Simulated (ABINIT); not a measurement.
**A GW chain in ABINIT: Ca2H6Os (Fm-3m)**

Aim: the G0W0 gap of Ca2H6Os (Fm-3m) on PBEsol with spin-orbit coupling, step by step.

Program: ABINIT 10.8.3. Level of theory: PBEsol and many-body steps on it, plane waves. Results are calculated unless marked as measured.

### Step 1. The structure

The structure is cubic, space group Fm-3m (No. 225). The conventional cell has a = 7.230 Å, b = 7.230 Å, c = 7.230 Å, α = 90.00°, β = 90.00°, γ = 90.00°. Nearest to Ca lie 12 H at 2.56 Å. Nearest to H lie 1 Os at 1.71 Å and 4 H at 2.42 Å and 4 Ca at 2.56 Å. Nearest to Os lie 6 H at 1.71 Å. Farther neighbours are not listed.

The cell and positions are those that the Materials Project relaxed with its own functionals (PBE, PBE+U or r2SCAN), kept fixed.

### Step 2. Ground state

This step: ABINIT 10.8.3; DFT, PBEsol with spin-orbit coupling, plane waves, norm-conserving pseudopotentials.

The ground-state density comes first.

Input file run.abi:

```
acell 3*1.0 Angstrom
rprim 
  0.000000000000 3.614821300000 3.614821300000
  3.614821300000 0.000000000000 3.614821300000
  3.614821300000 3.614821300000 0.000000000000
ntypat 3
znucl 20 1 76
natom 9
typat 1 1 2 2 2 2 2 2 3
xred 
  0.250000000000 0.250000000000 0.250000000000
  0.750000000000 0.750000000000 0.750000000000
  0.762819760000 0.237180240000 0.237180240000
  0.237180240000 0.762819760000 0.762819760000
  0.237180240000 0.762819760000 0.237180240000
  0.762819760000 0.237180240000 0.762819760000
  0.237180240000 0.237180240000 0.762819760000
  0.762819760000 0.762819760000 0.237180240000
  0.000000000000 0.000000000000 0.000000000000
pp_dirpath "pseudos"
pseudos "Ca.upf, H.upf, Os.upf"
ecut 33
nspinor 2
ngkpt 4 4 4
nshiftk 1
shiftk 0 0 0
kptopt 1
chksymbreak 0
nband 58
occopt 1
tolvrs 1e-10
nstep 60
prtwf 0
optforces 0
optstress 0
indata_prefix "in"
outdata_prefix "out"
tmpdata_prefix "tmp"
```

Launch:

```bash
> OMP_NUM_THREADS=1 mpirun -n 4 abinit run.abi > log
```

Numbers of over 12 decimals in the logs are rounded to 6 here.

Log:

```text
.Version 10.8.3 of ABINIT. v10.8.2 released Aug 2026.

 Symmetries : space group Fm -3 m (#225); Bravais cF (face-center cubic)
================================================================================
 Values of the parameters that define the memory need of the present run
     intxc =       0    ionmov =       0      iscf =       7    lmnmax =      25
     lnmax =      25     mgfft =      50  mpssoang =       7    mqgrid =    3001
     natom =       9  nloc_mem =       1    nspden =       1   nspinor =       2
    nsppol =       1      nsym =      48    n1xccc =    2501    ntypat =       3
    occopt =       1   xclevel =       2
-    mband =          58        mffmem =           1         mkmem =           2
       mpw =        5817          nfft =      125000          nkpt =           8
================================================================================
  Rough estimation (10% accuracy) of disk space for files :
================================================================================

--------------------------------------------------------------------------------
------------- Echo of variables that govern the present computation ------------
--------------------------------------------------------------------------------
 -outvars: echo values of preprocessed input variables --------
            acell      1.8897261259E+00  1.8897261259E+00  1.8897261259E+00 Bohr

      chksymbreak           0
             ecut      3.30000000E+01 Hartree
-          fftalg         312

              ixc     -116133
              kpt      0.00000000E+00  0.00000000E+00  0.00000000E+00
                       2.50000000E-01  0.00000000E+00  0.00000000E+00
                       5.00000000E-01  0.00000000E+00  0.00000000E+00
                       2.50000000E-01  2.50000000E-01  0.00000000E+00
                       5.00000000E-01  2.50000000E-01  0.00000000E+00
                      -2.50000000E-01  2.50000000E-01  0.00000000E+00
                       5.00000000E-01  5.00000000E-01  0.00000000E+00
                      -2.50000000E-01  5.00000000E-01  2.50000000E-01
         kptrlatt        4    0    0      0    4    0      0    0    4
          kptrlen      3.86420972E+01
P           mkmem           2
            natom           9
            nband          58
            ngfft          50      50      50
             nkpt           8
          nspinor           2
            nstep          60
             nsym          48
           ntypat           3
              occ      1.000000  1.000000  1.000000  1.000000  1.000000  1.000000
                       1.000000  1.000000  1.000000  1.000000  1.000000  1.000000
                       1.000000  1.000000  1.000000  1.000000  1.000000  1.000000
                       1.000000  1.000000  1.000000  1.000000  1.000000  1.000000
                       1.000000  1.000000  1.000000  1.000000  1.000000  1.000000
                       1.000000  1.000000  1.000000  1.000000  1.000000  1.000000
                       1.000000  1.000000  1.000000  1.000000  1.000000  1.000000
                       0.000000  0.000000  0.000000  0.000000  0.000000  0.000000
                       0.000000  0.000000  0.000000  0.000000  0.000000  0.000000
                       0.000000  0.000000  0.000000  0.000000
        optforces           0
        optstress           0
            prtwf           0
            rprim      0.0000000000E+00  3.6148213000E+00  3.6148213000E+00
                       3.6148213000E+00  0.0000000000E+00  3.6148213000E+00
                       3.6148213000E+00  3.6148213000E+00  0.0000000000E+00
          spgroup         225

           tolvrs      1.00000000E-10

             xred      2.5000000000E-01  2.5000000000E-01  2.5000000000E-01
                       7.5000000000E-01  7.5000000000E-01  7.5000000000E-01
[...]
znucl       20.00000    1.00000   76.00000

================================================================================

 chkinp: Checking input parameters for consistency.

================================================================================
== DATASET  1 ==================================================================
-   mpi_nproc: 4, omp_nthreads: 1 (-1 if OMP is not activated)

--- !DatasetInfo
iteration_state: {dtset: 1, }
dimensions: {natom: 9, nkpt: 8, mband: 58, nsppol: 1, nspinor: 2, nspden: 1, mpw: 5817, }
cutoff_energies: {ecut:  33.0, pawecutdg:  -1.0, }
electrons: {nelect:   4.20000000E+01, charge:   0.00000000E+00, occopt:   1.00000000E+00, tsmear:   1.00000000E-02, }

 Real(R)+Recip(G) space primitive vectors, cartesian coordinates (Bohr,Bohr^-1):
 R(1)=  0.0000000  6.8310223  6.8310223  G(1)= -0.0731955  0.0731955  0.0731955
 R(2)=  6.8310223  0.0000000  6.8310223  G(2)=  0.0731955 -0.0731955  0.0731955
 R(3)=  6.8310223  6.8310223  0.0000000  G(3)=  0.0731955  0.0731955 -0.0731955
 Unit cell volume ucvol=  6.3751014E+02 bohr^3
 Angles (23,13,12)=  6.00000000E+01  6.00000000E+01  6.00000000E+01 degrees

 getcut: wavevector=  0.0000  0.0000  0.0000  ngfft=  50  50  50
         ecut(hartree)=     33.000   => boxcut(ratio)=   2.00226

--- Pseudopotential description ------------------------------------------------
- Ca Generated using ONCVPSP code by D. R. Hamann
- 20.00000  10.00000  180509                  znucl, zion, pspdat
[...]
2    2.240904    0.220541    0.002467
             3    0.647041    0.185845    0.001449    0.000221
  spin-orbit 1    3.572980    0.732639    0.035873   -0.005128
  spin-orbit 2    0.113865   -0.059164    0.014609   -0.000089
  spin-orbit 3   -0.023226    0.011962   -0.006227    0.002470
 pspatm: atomic psp has been read  and splines computed

   2.23336114E+03                                ecore*ucvol(ha*bohr**3)
--------------------------------------------------------------------------------

_setup2: Arith. and geom. avg. npw (full set) are    5765.297    5765.273

================================================================================

--- !BeginCycle
iteration_state: {dtset: 1, }
solver: {iscf: 7, nstep: 60, nline: 4, wfoptalg: 0, }
tolerances: {tolvrs: 1.00E-10, }

     iter   Etot(hartree)      deltaE(h)  residm     vres2
 ETOT  1  -182.14690755278    -1.821E+02 8.386E-02 6.108E+02
 ETOT  2  -182.24598673363    -9.908E-02 1.942E-02 2.360E+02
 ETOT  3  -182.26849111986    -2.250E-02 9.498E-03 1.187E+02
 ETOT  4  -182.28578623559    -1.730E-02 6.801E-03 7.911E-01
 ETOT  5  -182.28584829067    -6.206E-05 4.061E-03 8.342E-02
 ETOT  6  -182.28585773230    -9.442E-06 3.676E-03 2.379E-03
 ETOT  7  -182.28585784237    -1.101E-07 1.984E-03 2.864E-04
 ETOT  8  -182.28585787900    -3.663E-08 2.540E-03 1.095E-05
 ETOT  9  -182.28585788055    -1.551E-09 5.781E-04 6.987E-08
 ETOT 10  -182.28585788057    -2.163E-11 1.066E-03 5.242E-10
 ETOT 11  -182.28585788057    -1.478E-12 4.942E-04 2.055E-10
 ETOT 12  -182.28585788058    -5.372E-12 4.658E-04 2.290E-11

 At SCF step   12       vres2   =  2.29E-11 < tolvrs=  1.00E-10 =>converged.

--- !ResultsGS
iteration_state: {dtset: 1, }
comment   : Summary of ground state results
lattice_vectors:
- [  0.0000000,   6.8310223,   6.8310223, ]
- [  6.8310223,   0.0000000,   6.8310223, ]
- [  6.8310223,   6.8310223,   0.0000000, ]
lattice_lengths: [   9.66052,    9.66052,    9.66052, ]
lattice_angles: [ 60.000,  60.000,  60.000, ] # degrees, (23, 13, 12)
lattice_volume:   6.3751014E+02
convergence: {deltae: -5.372E-12, res2:  2.290E-11, residm:  4.658E-04, diffor:  0.000E+00, }
etotal    :  -1.82285858E+02
entropy   :   0.00000000E+00
fermie    :   1.77012243E-01
cartesian_stress_tensor: null
pressure_GPa: null
xred      :
- [  2.5000E-01,   2.5000E-01,   2.5000E-01, Ca]
- [  7.5000E-01,   7.5000E-01,   7.5000E-01, Ca]
- [  7.6282E-01,   2.3718E-01,   2.3718E-01,  H]
- [  2.3718E-01,   7.6282E-01,   7.6282E-01,  H]
- [  2.3718E-01,   7.6282E-01,   2.3718E-01,  H]
- [  7.6282E-01,   2.3718E-01,   7.6282E-01,  H]
- [  2.3718E-01,   2.3718E-01,   7.6282E-01,  H]
- [  7.6282E-01,   7.6282E-01,   2.3718E-01,  H]
- [  0.0000E+00,   0.0000E+00,   0.0000E+00, Os]
cartesian_forces: null
force_length_stats: {min: null, max: null, mean: null, }

 Integrated electronic density in atomic spheres:
 ------------------------------------------------
 Atom  Sphere_radius  Integrated_density
[...]
================================================================================

 ----iterations are completed or convergence reached----

 Mean square residual over all n,k,spin=   36.642E-07; max=  46.580E-05
 reduced coordinates (array xred) for    9 atoms
[...]
0.237180240000      0.762819760000      0.237180240000
       0.762819760000      0.237180240000      0.762819760000
       0.237180240000      0.237180240000      0.762819760000
       0.762819760000      0.762819760000      0.237180240000
       0.000000000000      0.000000000000      0.000000000000
 rms dE/dt=  0.0000E+00; max dE/dt=  0.0000E+00; dE/dt below (all hartree)
    1       0.000000000000      0.000000000000      0.000000000000
    2       0.000000000000      0.000000000000      0.000000000000
    3       0.000000000000      0.000000000000      0.000000000000
    4       0.000000000000      0.000000000000      0.000000000000
    5       0.000000000000      0.000000000000      0.000000000000
    6       0.000000000000      0.000000000000      0.000000000000
    7       0.000000000000      0.000000000000      0.000000000000
[...]
cartesian coordinates (angstrom) at end:
[...]
5      3.614821     1.714728     3.614821
    6      3.614821     5.514914     3.614821
    7      3.614821     3.614821     1.714728
    8      3.614821     3.614821     5.514914
    9      0.000000     0.000000     0.000000
 length scales=  1.889726125908  1.889726125908  1.889726125908 bohr
              =  1.000000000000  1.000000000000  1.000000000000 angstroms
 prteigrs : about to open file out_EIG
 Fermi (or HOMO) energy (hartree) =   0.17701   Average Vxc (hartree)=  -0.37140
 Eigenvalues (hartree) for nkpt=   8  k points:
 kpt#   1, nband= 58, wtk=  0.01563, kpt=  0.0000  0.0000  0.0000 (reduced coord)
  -2.90016   -2.90016   -1.74109   -1.74109   -1.29431   -1.29431   -1.29431   -1.29431
  -1.26332   -1.26332   -1.26174   -1.26174   -0.58043   -0.58043   -0.57536   -0.57536
  -0.56674   -0.56674   -0.56674   -0.56674   -0.56132   -0.56132   -0.56132   -0.56132
  -0.08981   -0.08981    0.02292    0.02292    0.02292    0.02292    0.07918    0.07918
   0.09913    0.09913    0.09913    0.09913    0.15806    0.15806    0.15806    0.15806
   0.17425    0.17425    0.33091    0.33091    0.33091    0.33091    0.34634    0.34634
   0.41208    0.41208    0.41208    0.41208    0.41214    0.41214    0.44621    0.44660
   0.44753    0.44768
 prteigrs : prtvol=0 or 1, do not print more k-points.

--- !EnergyTerms
iteration_state     : {dtset: 1, }
comment             : Components of total free energy in Hartree
kinetic             :  5.79219708978999E+01
hartree             :  4.48887027390541E+01
xc                  : -3.72856587905919E+01
Ewald energy        : -1.09621101542026E+02
psp_core            :  3.50325588430687E+00
local_psp           : -1.52949898968681E+02
non_local_psp       :  1.12568718994582E+01
total_energy        : -1.82285857880579E+02
total_energy_eV     : -4.96025088596843E+03
band_energy         : -2.48591089461770E+01

== END DATASET(S) ==============================================================
================================================================================

 -outvars: echo values of variables after computation  --------
           etotal     -1.8228585788E+02
            nband          58
             nkpt           8
          spgroup         225
 [... the other variables as echoed above ...]

 Calculation completed.
```

The job ended after 61 s (4 MPI ranks of AMD EPYC 9R45 (Zen 5), shared host; peak memory 0.52 GiB; 4.1 min of CPU time).

This step gave:

```yaml
total_energy: -4960.2509 eV
gap: 2.451 eV
k_of_the_valence_top: 0.5, 0.5, 0
k_of_the_conduction_bottom: 0.5, 0.5, 0
least_direct_gap: 2.451 eV
```

The gap is direct, at (0.500, 0.500, 0.000).

[end of part 1 of 3]

[Paths, hosts, dates, memory and timing lines, banners, echoed tables and standing remarks are left out of the program output.]

[Logs are printed without paths, hosts, clocks, repeated set-up lines and the standing remarks that a program may print on its own settings, such as how far it seeks lower states.]

[Runs of the session that timed out or met a known fault of the program may be left out.]

[Hosts, paths, dates, database ids (printed as entryN), source tags and the programs' standing remarks are cut or masked in the printed files.]

[G0W0 gaps are taken among the corrected bands and points alone; a level outside them can change the order at an edge.]

[Where Ansatz stands beside ABINIT at settings called matched, ABINIT's density can come from a denser mesh and the files from another edition; pairs whose starting gaps differed by over 0.03 eV were left out, so agreement reads better than it is.]
